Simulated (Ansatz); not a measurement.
**AlGa3N4 (P-43m): what size, symmetry and threads cost in G0W0**

Aim: time one G0W0 calculation on AlGa3N4 (P-43m) in larger cells, without symmetry and on fewer threads.

Method: G0W0 on PBEsol, plane waves, PAW, in Ansatz 0.2.0.

### 1. Set-up

It takes space group P-43m (No. 215, cubic). Conventional cell: a = 4.472 Å, b = 4.472 Å, c = 4.472 Å, α = 90.00°, β = 90.00°, γ = 90.00°. Nearest to Al lie 4 N at 1.89 Å. Nearest to Ga lie 4 N at 1.95 Å. N has 1 Al at 1.89 Å and 3 Ga at 1.95 Å nearest. Farther neighbours and most contacts between anions are not listed.

Structure file:

```xyz
8
Lattice="4.4717 0.0000 0.0000 0.0000 4.4717 0.0000 0.0000 0.0000 4.4717" Properties=species:S:1:pos:R:3 pbc="T T T"
Al    0.0000    0.0000    0.0000
Ga    2.2358    2.2358    0.0000
Ga    2.2358    0.0000    2.2358
Ga    0.0000    2.2358    2.2358
N     3.3793    3.3793    1.0924
N     3.3793    1.0924    3.3793
N     1.0924    3.3793    3.3793
N     1.0924    1.0924    1.0924
```

The cell and positions are those that the Materials Project relaxed with its own functionals (PBE, PBE+U or r2SCAN), kept fixed. The default PAW set here is soft_2. Its files were made with PBE.

### 2. 8 atoms (1×1×1 cells), 2×2×2 mesh

G0W0 replaces the xc potential by the self-energy, built once from these orbitals. Only a window of levels is corrected, while the sums run over the empty bands that the input names.

The input, input.yaml:

```yaml
crystal:
  lattice:
    - [4.47168536, 0.0, 0.0]
    - [0.0, 4.47168536, 0.0]
    - [0.0, 0.0, 4.47168536]
  atoms:
    - { symbol: Al, position: [0.0, 0.0, 0.0] }
    - { symbol: Ga, position: [0.5, 0.5, 0.0] }
    - { symbol: Ga, position: [0.5, 0.0, 0.5] }
    - { symbol: Ga, position: [0.0, 0.5, 0.5] }
    - { symbol: "N", position: [0.75571442, 0.75571442, 0.24428558] }
    - { symbol: "N", position: [0.75571442, 0.24428558, 0.75571442] }
    - { symbol: "N", position: [0.24428558, 0.75571442, 0.75571442] }
    - { symbol: "N", position: [0.24428558, 0.24428558, 0.24428558] }
kpoints:
  mp_grid: { grid: [2, 2, 2] }
hamiltonian:
  xc: pbesol
scf:
  occupations: { method: fixed }
gw:
  n_empty_bands: 94
  ecut_chi: 60.0
  qp_bands: [v1, c1]
  qp_kpoints: band_edges
  screening: { model: contour_deformation }
```

On the command line:

```
$ ansatz run input.yaml --threads 16 --pin off --max-ram 36864MiB --backend cpu --events-out ev --progress --plain --runs-dir out
```

Numbers of over 12 decimals in the logs are rounded to 6 here.

Output:

```text
Engine: ansatz 0.2.0, aarch64-unknown-linux-gnu
Pseudopotentials: kind: paw
Pseudopotential: Al, paw, valence charge 3, recommended cutoff 420 eV (normal), Al.paw.azcp
Pseudopotential: Ga, paw, valence charge 13, recommended cutoff 420 eV (normal), Ga.paw.azcp
Pseudopotential: N, paw, valence charge 5, recommended cutoff 420 eV (normal), N.paw.azcp
Functional definition: PBEsol
  exchange = pbesol_x
  correlation = pbesol_c
Crystal: 8 atoms, lattice volume = 89.416 Å³
Basis set: ecut = 420 eV, 1743 PW (Γ)
Bands: 39, of which v1, the nominal top of the filled ones, is band 31 counted from 1 (30 counted from 0)
Symmetry: 24 space group operations
Space group: P-43m (ITA 215), of the structure as read, at distance tolerance 4.5e-5 Å
k-points: 4 of 8
Non-local potential: Al, projectors of the file, l = 0: 2, l = 1: 2, l = 2: 1
Non-local potential: Ga, projectors of the file, l = 0: 2, l = 1: 2, l = 2: 3, l = 3: 1
Non-local potential: N, projectors of the file, l = 0: 2, l = 1: 2, l = 2: 1
PAW form: soft (Blöchl's): semilocal exchange-correlation on the pseudo side does not see the compensation charge
PAW frozen core: Al, regenerated for the run's functional, and the local potential with it (the file was generated under x = pbe(κ = 0.804, μ = 0.219515), c = pbe(β = 0.066725))
PAW frozen core: Ga, regenerated for the run's functional, and the local potential with it (the file was generated under x = pbe(κ = 0.804, μ = 0.219515), c = pbe(β = 0.066725))
PAW frozen core: N, regenerated for the run's functional, and the local potential with it (the file was generated under x = pbe(κ = 0.804, μ = 0.219515), c = pbe(β = 0.066725))
PAW one-centre angular grid: Al, 110 points (default); XC on 64 Gauss nodes
PAW one-centre angular grid: Ga, 590 points (default); XC on 64 Gauss nodes
PAW one-centre angular grid: N, 110 points (default); XC on 64 Gauss nodes
Initial density: superposition of atomic densities (neutral atoms: chi_scale 0, normalization atom), corrected by the library's trained network
Initial wavefunctions: pseudopotential atomic-orbital guess
Functional: x = pbesol(κ = 0.804, μ = 0.123457), c = pbesol(β = 0.046)
SCF iter   1: F=—  HF=-13274.208688 eV  |F-HF|=—  |Δ(HF+E_count)|=         —  Δρ=9.58e-3  dr2=7.59e-2  ethr=1.77e-3  ⟨swp⟩=5.0  Hψ=547  notcnv=0  defer=19
preconditioner: auto → Resta (q_TF=auto, 2.567 Å⁻¹)  ε∞=4.7  [insulator: Δε(μ)=2.190 eV  Ē_g=16.145 eV  n_scr=26 (ndim 8)  ℏωp=30.9 eV  f_vac=0.000  ε∞_Penn≈4.7]
SCF iter   2: F=—  HF=-13274.187233 eV  |F-HF|=—  |Δ(HF+E_count)|=   2.15e-2  Δρ=1.49e-3  dr2=1.89e-3  ethr=1.22e-4  ⟨swp⟩=2.2  Hψ=234  notcnv=0  defer=20
SCF iter   3: F=—  HF=-13274.186974 eV  |F-HF|=—  |Δ(HF+E_count)|=   2.59e-4  Δρ=6.34e-4  dr2=3.06e-4  ethr=3.05e-6  ⟨swp⟩=2.2  Hψ=216  notcnv=0  defer=20
SCF iter   4: F=—  HF=-13274.186971 eV  |F-HF|=—  |Δ(HF+E_count)|=   3.21e-6  Δρ=1.12e-4  dr2=7.94e-6  ethr=4.93e-7  ⟨swp⟩=3.0  Hψ=283  notcnv=0  defer=15
SCF iter   5: F=—  HF=-13274.186975 eV  |F-HF|=—  |Δ(HF+E_count)|=   4.46e-6  Δρ=4.21e-5  dr2=1.06e-6  ethr=1.28e-8  ⟨swp⟩=2.0  Hψ=247  notcnv=0  defer=13
SCF iter   6: F=-13274.186974 eV  HF=-13274.186974 eV  |F-HF|=5.13e-8  |Δ(HF+E_count)|=   1.52e-6  Δρ=1.15e-5  dr2=6.94e-8  ethr=1.61e-10  ⟨swp⟩=8.0  Hψ=666  notcnv=0
SCF 1 converged in 6 iterations: F = -13274.186974 eV  dr2 = 6.94e-8
[...]
NSCF: frozen V_eff on 4 k-points
G₀W₀ screening: q 1/4
[... further progress lines ...]
SCF converged after 6 iterations
Free energy (F): -13274.186974 eV
Harris-Foulkes:  -13274.186974 eV  (|F-HF|=5.13e-8)
Internal energy: -13274.186974 eV  (E = F + TS)
E sigma→0 (E₀):  -13274.186974 eV
Fermi energy:    8.896460 eV
--- Per-component energies (eV) ---
  E_band       = -20.775309
  E_kinetic    = 899.039197
  E_local      = -6511.497403  (includes V_loc(G=0)·N_el)
  E_nonlocal   = 1482.171256
  E_hartree    = 2976.840915
  E_xc         = -483.302706
  E_vxc        = -508.491946  (∫ρ·V_xc dr)
  E_paw        = -6806.302478  (= ΣΔE_a)
  E_vpaw       = -1335.673222  (= ΣTr[D̂ρ^β])
  E_aug_tail   = 0.000186  (compensation charges beyond the density's cutoff)
  E_ewald      = -4833.856408
  E_core_change = 2.720468  (= ΣΔE_core)
  E_smearing   = -0.000000  (= −TS)
  E_closure    = -0.000000  (closes the sum)
  Σ components = -13274.186974   (vs F -13274.186974, Δ=0.00e0)
--- Band table (eV) ---
  k-point 0: bands = [... 27 lower, 6.4268, 8.8965, 8.8965, 8.8965, 11.1522, 12.2057, 12.2057, 12.2057, ... 4 higher]
  k-point 1: bands = [... 27 lower, 7.4159, 7.4159, 7.7014, 7.7014, 13.6979, 13.8052, 15.0100, 15.0100, ... 4 higher]
  k-point 2: bands = [... 27 lower, 7.9121, 7.9525, 7.9525, 8.2900, 15.4698, 15.6738, 15.6738, 16.0998, ... 4 higher]
  k-point 3: bands = [... 27 lower, 8.1580, 8.2197, 8.2197, 8.2197, 13.7683, 13.7683, 13.7683, 15.0159, ... 4 higher]
--- G₀W₀: contour deformation, 6 samples at zero and on the imaginary axis and 1 off it, 8 q-points, 94 empty bands' worth ---
  eigenvalues of the whole cell's RPA ε∞ on this k-mesh (on a slab, of 1 + 4πα/V) = 9.0000, 9.0000, 9.0000; static W/v taken at q = 0 is 0.111112
  bands read: the sum over 125 bands ends inside a degenerate multiplet in 2 slots, whose members it reads at an even weight; the widest, k=3: bands 125 to 127 (counted from 1) at 1/3 each
  gw.qp_kpoints: band_edges: 4 of 4 stored k-points solved, in 1 pass; an edge of the gap read off the rows below is read off those points alone
    ik  band        ε_KS         Σx   Σc(E_QP)       V_xc       Z   E_QP_lin       E_QP  E_QP is
     0    31      8.8965   -23.2320     3.8414   -19.2843  0.7549     8.7899     8.7902  root
     0    32     11.1522   -10.7396    -4.0345   -15.5939  0.7818    11.9888    11.9719  root
     1    31      7.7014   -22.4944     3.9775   -18.2698  0.7505     7.4529     7.4543  root
     1    32     13.6979    -9.4923    -4.2607   -14.6169  0.7765    14.5820    14.5617  root
     2    31      8.2900   -22.9052     3.8484   -18.9021  0.7530     8.1348     8.1353  root
     2    32     15.4698   -10.6094    -4.8025   -16.6898  0.7617    16.8048    16.7477  root
     3    31      8.2197   -22.8929     3.9018   -18.8391  0.7523     8.0671     8.0676  root
     3    32     13.7683    -9.8058    -4.5275   -15.3938  0.7860    14.8614    14.8288  root
```

Wall time 1.2 s (16 threads of Arm Neoverse V2, shared host); peak memory 0.46 GiB.

This step gave:

```
bands summed                                 : 125
RPA ε∞ on this mesh (eigenvalues)            : 9.000, 9.000, 9.000
plane waves in the screening matrix          : 81
q-points in the mesh                         : 8
G0W0 gap on the mesh                         : 3.182 eV
k of the valence top                         : 0, 0, 0
k of the conduction bottom                   : 0, 0, 0
starting gap on the mesh                     : 2.256 eV
Z at the valence top                         : 0.7549
Z at the conduction bottom                   : 0.7818
least direct G0W0 gap on the computed points : 3.182 eV
```

The gap on the mesh goes from 2.26 eV to 3.18 eV, a correction of +0.93 eV. Between the two edge states, bare exchange in place of the xc potential would open the gap by 8.80 eV, and correlation takes back 7.88 eV.

### 3. No symmetry, 2×2×2 mesh

Changes to input.yaml since step 2:

```diff
@@ -14,2 +14,3 @@
     - { symbol: "N", position: [0.24428558, 0.24428558, 0.24428558] }
+  symmetry: { detect: false }
 kpoints:
```

Output:

```text
[...]
Crystal: 8 atoms, lattice volume = 89.416 Å³
Basis set: ecut = 420 eV, 1743 PW (Γ)
Bands: 39, of which v1, the nominal top of the filled ones, is band 31 counted from 1 (30 counted from 0)
Symmetry: 1 space group operations
k-points: 8
[...]
SCF iter   1: F=—  HF=-13274.208673 eV  |F-HF|=—  |Δ(HF+E_count)|=         —  Δρ=9.58e-3  dr2=7.60e-2  ethr=1.77e-3  ⟨swp⟩=5.2  Hψ=1078  notcnv=0  defer=39
[...]
3    32     15.4698   -10.6094    -4.8025   -16.6898  0.7617    16.8048    16.7477  root
[...]
6    31      8.2900   -22.9052     3.8484   -18.9020  0.7530     8.1348     8.1353  root
     6    32     15.4698   -10.6094    -4.8025   -16.6898  0.7617    16.8048    16.7477  root
     7    31      8.2197   -22.8929     3.9018   -18.8391  0.7523     8.0671     8.0676  root
     7    32     13.7683    -9.8058    -4.5275   -15.3938  0.7860    14.8614    14.8288  root
[key lines of the parts left out:]
SCF converged after 6 iterations
Free energy (F): -13274.186974 eV
Fermi energy:    8.896467 eV
```

Elapsed: 2.3 s, on 16 threads; peak memory 0.63 GiB; 21 s of CPU time.

This step gave:

```
bands summed                                 : 125
RPA ε∞ on this mesh (eigenvalues)            : 9.000, 9.000, 9.000
plane waves in the screening matrix          : 81
G0W0 gap on the mesh                         : 3.182 eV
k of the valence top                         : 0, 0, 0
k of the conduction bottom                   : 0, 0, 0
starting gap on the mesh                     : 2.256 eV
least direct G0W0 gap on the computed points : 3.182 eV
```

Against the run with 2×2×2 mesh, 94 empty bands, screening to 60 eV, the gap moves by +0.000 eV.

### 4. 1 thread, 2×2×2 mesh

Changes to input.yaml since step 3:

```diff
@@ -14,3 +14,2 @@
     - { symbol: "N", position: [0.24428558, 0.24428558, 0.24428558] }
-  symmetry: { detect: false }
 kpoints:
```

On the command line:

```
$ ansatz run input.yaml --threads 1 --pin off --max-ram 36864MiB --backend cpu --events-out ev --progress --plain --runs-dir out
```

Output:

```text
[...]
Crystal: 8 atoms, lattice volume = 89.416 Å³
Basis set: ecut = 420 eV, 1743 PW (Γ)
Bands: 39, of which v1, the nominal top of the filled ones, is band 31 counted from 1 (30 counted from 0)
Symmetry: 24 space group operations
[...]
k-points: 4 of 8
[...]
1    31      7.7014   -22.4944     3.9775   -18.2698  0.7505     7.4529     7.4543  root
     1    32     13.6979    -9.4923    -4.2607   -14.6169  0.7765    14.5820    14.5617  root
     2    31      8.2900   -22.9052     3.8484   -18.9021  0.7530     8.1348     8.1353  root
     2    32     15.4698   -10.6094    -4.8025   -16.6898  0.7617    16.8048    16.7477  root
     3    31      8.2197   -22.8929     3.9018   -18.8391  0.7523     8.0671     8.0676  root
     3    32     13.7683    -9.8058    -4.5275   -15.3938  0.7860    14.8614    14.8288  root
[key lines of the parts left out:]
SCF converged after 6 iterations
Free energy (F): -13274.186974 eV
Fermi energy:    8.896460 eV
```

Run time: 5.8 s. Hardware: 1 thread; peak memory 0.3 GiB.

(Unchanged from step 3.)

Against the run with 2×2×2 mesh, 94 empty bands, screening to 60 eV, the gap moves by +0.000 eV.

### 5. 2 threads, 2×2×2 mesh

input.yaml is that of step 4.

On the command line:

```
$ ansatz run input.yaml --threads 2 --pin off --max-ram 36864MiB --backend cpu --events-out ev --progress --plain --runs-dir out
```

Output:

```text
[...]
Crystal: 8 atoms, lattice volume = 89.416 Å³
Basis set: ecut = 420 eV, 1743 PW (Γ)
Bands: 39, of which v1, the nominal top of the filled ones, is band 31 counted from 1 (30 counted from 0)
Symmetry: 24 space group operations
[...]
k-points: 4 of 8
[...]
1    31      7.7014   -22.4944     3.9775   -18.2698  0.7505     7.4529     7.4543  root
     1    32     13.6979    -9.4923    -4.2607   -14.6169  0.7765    14.5820    14.5617  root
     2    31      8.2900   -22.9052     3.8484   -18.9021  0.7530     8.1348     8.1353  root
     2    32     15.4698   -10.6094    -4.8025   -16.6898  0.7617    16.8048    16.7477  root
     3    31      8.2197   -22.8929     3.9018   -18.8391  0.7523     8.0671     8.0676  root
     3    32     13.7683    -9.8058    -4.5275   -15.3938  0.7860    14.8614    14.8288  root
[key lines of the parts left out:]
SCF converged after 6 iterations
Free energy (F): -13274.186974 eV
Fermi energy:    8.896460 eV
```

It took 3.2 s on 2 threads; peak memory 0.35 GiB; 6.2 s of CPU time.

(Unchanged from step 3.)

Against the run with 2×2×2 mesh, 94 empty bands, screening to 60 eV, the gap moves by +0.000 eV.

### 6. 4 threads, 2×2×2 mesh

input.yaml is that of step 5.

On the command line:

```
$ ansatz run input.yaml --threads 4 --pin off --max-ram 36864MiB --backend cpu --events-out ev --progress --plain --runs-dir out
```

Output:

```text
[...]
Crystal: 8 atoms, lattice volume = 89.416 Å³
Basis set: ecut = 420 eV, 1743 PW (Γ)
Bands: 39, of which v1, the nominal top of the filled ones, is band 31 counted from 1 (30 counted from 0)
Symmetry: 24 space group operations
[...]
k-points: 4 of 8
[...]
1    31      7.7014   -22.4944     3.9775   -18.2698  0.7505     7.4529     7.4543  root
     1    32     13.6979    -9.4923    -4.2607   -14.6169  0.7765    14.5820    14.5617  root
     2    31      8.2900   -22.9052     3.8484   -18.9021  0.7530     8.1348     8.1353  root
     2    32     15.4698   -10.6094    -4.8025   -16.6898  0.7617    16.8048    16.7477  root
     3    31      8.2197   -22.8929     3.9018   -18.8391  0.7523     8.0671     8.0676  root
     3    32     13.7683    -9.8058    -4.5275   -15.3938  0.7860    14.8614    14.8288  root
[key lines of the parts left out:]
SCF converged after 6 iterations
Free energy (F): -13274.186974 eV
Fermi energy:    8.896460 eV
```

It took 2 s on 4 threads; peak memory 0.45 GiB; 6.7 s of CPU time.

Numbers from this step:

* bands summed: 125
* RPA ε∞ on this mesh (eigenvalues): 9.000, 9.000, 9.000
* plane waves in the screening matrix: 81
* G0W0 gap on the mesh: 3.182 eV
* k of the valence top: 0, 0, 0
* k of the conduction bottom: 0, 0, 0
* starting gap on the mesh: 2.256 eV
* least direct G0W0 gap on the computed points: 3.182 eV

Against the run with 2×2×2 mesh, 94 empty bands, screening to 60 eV, the gap moves by +0.000 eV.

### 7. 8 threads, 2×2×2 mesh

input.yaml is that of step 6.

On the command line:

```
$ ansatz run input.yaml --threads 8 --pin off --max-ram 36864MiB --backend cpu --events-out ev --progress --plain --runs-dir out
```

Output:

```text
[...]
Crystal: 8 atoms, lattice volume = 89.416 Å³
Basis set: ecut = 420 eV, 1743 PW (Γ)
Bands: 39, of which v1, the nominal top of the filled ones, is band 31 counted from 1 (30 counted from 0)
Symmetry: 24 space group operations
[...]
k-points: 4 of 8
[...]
1    31      7.7014   -22.4944     3.9775   -18.2698  0.7505     7.4529     7.4543  root
     1    32     13.6979    -9.4923    -4.2607   -14.6169  0.7765    14.5820    14.5617  root
     2    31      8.2900   -22.9052     3.8484   -18.9021  0.7530     8.1348     8.1353  root
     2    32     15.4698   -10.6094    -4.8025   -16.6898  0.7617    16.8048    16.7477  root
     3    31      8.2197   -22.8929     3.9018   -18.8391  0.7523     8.0671     8.0676  root
     3    32     13.7683    -9.8058    -4.5275   -15.3938  0.7860    14.8614    14.8288  root
[key lines of the parts left out:]
SCF converged after 6 iterations
Free energy (F): -13274.186974 eV
Fermi energy:    8.896460 eV
```

Wall time 1.3 s (8 threads); peak memory 0.45 GiB; 6.8 s of CPU time.

(Unchanged from step 3.)

Against the run with 2×2×2 mesh, 94 empty bands, screening to 60 eV, the gap moves by +0.000 eV.

### 8. 16 atoms (2×1×1 cells), 1×2×2 mesh

The input, input.yaml:

```yaml
crystal:
  lattice:
    - [8.94337072, 0.0, 0.0]
    - [0.0, 4.47168536, 0.0]
    - [0.0, 0.0, 4.47168536]
  atoms:
    - { symbol: Al, position: [0.0, 0.0, 0.0] }
    - { symbol: Ga, position: [0.25, 0.5, 0.0] }
    - { symbol: Ga, position: [0.25, 0.0, 0.5] }
    - { symbol: Ga, position: [0.0, 0.5, 0.5] }
    - { symbol: "N", position: [0.37785721, 0.75571442, 0.24428558] }
    - { symbol: "N", position: [0.37785721, 0.24428558, 0.75571442] }
    - { symbol: "N", position: [0.12214279, 0.75571442, 0.75571442] }
    - { symbol: "N", position: [0.12214279, 0.24428558, 0.24428558] }
    - { symbol: Al, position: [0.5, 0.0, 0.0] }
    - { symbol: Ga, position: [0.75, 0.5, 0.0] }
    - { symbol: Ga, position: [0.75, 0.0, 0.5] }
    - { symbol: Ga, position: [0.5, 0.5, 0.5] }
    - { symbol: "N", position: [0.87785721, 0.75571442, 0.24428558] }
    - { symbol: "N", position: [0.87785721, 0.24428558, 0.75571442] }
    - { symbol: "N", position: [0.62214279, 0.75571442, 0.75571442] }
    - { symbol: "N", position: [0.62214279, 0.24428558, 0.24428558] }
kpoints:
  mp_grid: { grid: [1, 2, 2] }
hamiltonian:
  xc: pbesol
scf:
  occupations: { method: fixed }
gw:
  n_empty_bands: 188
  ecut_chi: 60.0
  qp_bands: [v1, c1]
  qp_kpoints: band_edges
  screening: { model: contour_deformation }
```

On the command line:

```
$ ansatz run input.yaml --threads 16 --pin off --max-ram 36864MiB --backend cpu --events-out ev --progress --plain --runs-dir out
```

Output:

```text
[...]
Crystal: 16 atoms, lattice volume = 178.831 Å³
Basis set: ecut = 420 eV, 3493 PW (Γ)
Bands: 78, of which v1, the nominal top of the filled ones, is band 62 counted from 1 (61 counted from 0)
Symmetry: 16 space group operations
[...]
k-points: 3 of 4
[...]
0    62      8.8964   -23.2321     3.8413   -19.2844  0.7549     8.7898     8.7900  root
     0    63     11.1521   -10.7396    -4.0337   -15.5939  0.7818    11.9895    11.9727  root
     1    62      8.2900   -22.9053     3.8484   -18.9021  0.7530     8.1347     8.1352  root
     1    63     13.6978    -9.4923    -4.2603   -14.6169  0.7765    14.5824    14.5621  root
     2    62      8.2900   -22.9053     3.8485   -18.9021  0.7530     8.1347     8.1352  root
     2    63     13.7682    -9.8058    -4.5270   -15.3938  0.7860    14.8619    14.8292  root
[key lines of the parts left out:]
SCF converged after 7 iterations
Free energy (F): -26548.373948 eV
Fermi energy:    8.896411 eV
```

Run time: 3.7 s. Hardware: 16 threads; peak memory 0.9 GiB; 35 s of CPU time.

This step gave:

* bands summed: 250
* RPA ε∞ on this mesh (eigenvalues): 9.000, 9.000, 9.000
* plane waves in the screening matrix: 175
* G0W0 gap on the mesh: 3.183 eV
* k of the valence top: 0, 0, 0
* k of the conduction bottom: 0, 0, 0
* starting gap on the mesh: 2.256 eV
* least direct G0W0 gap on the computed points: 3.183 eV

The gap on the mesh goes from 2.26 eV to 3.18 eV, a correction of +0.93 eV. Between the two edge states, bare exchange in place of the xc potential would open the gap by 8.80 eV, and correlation takes back 7.88 eV.

[end of part 1 of 2]

[Paths, hosts, dates, memory and timing lines, banners, echoed tables and standing remarks are left out of the program output.]

[Logs are printed without paths, hosts, clocks, repeated set-up lines and the standing remarks that a program may print on its own settings, such as how far it seeks lower states.]

[Runs of the session that timed out or met a known fault of the program may be left out.]

[Cells called generated may have been cut or substituted from an entry of the Crystallography Open Database or the Materials Project.]

[Hosts, paths, dates, database ids (printed as entryN), source tags and the programs' standing remarks are cut or masked in the printed files.]
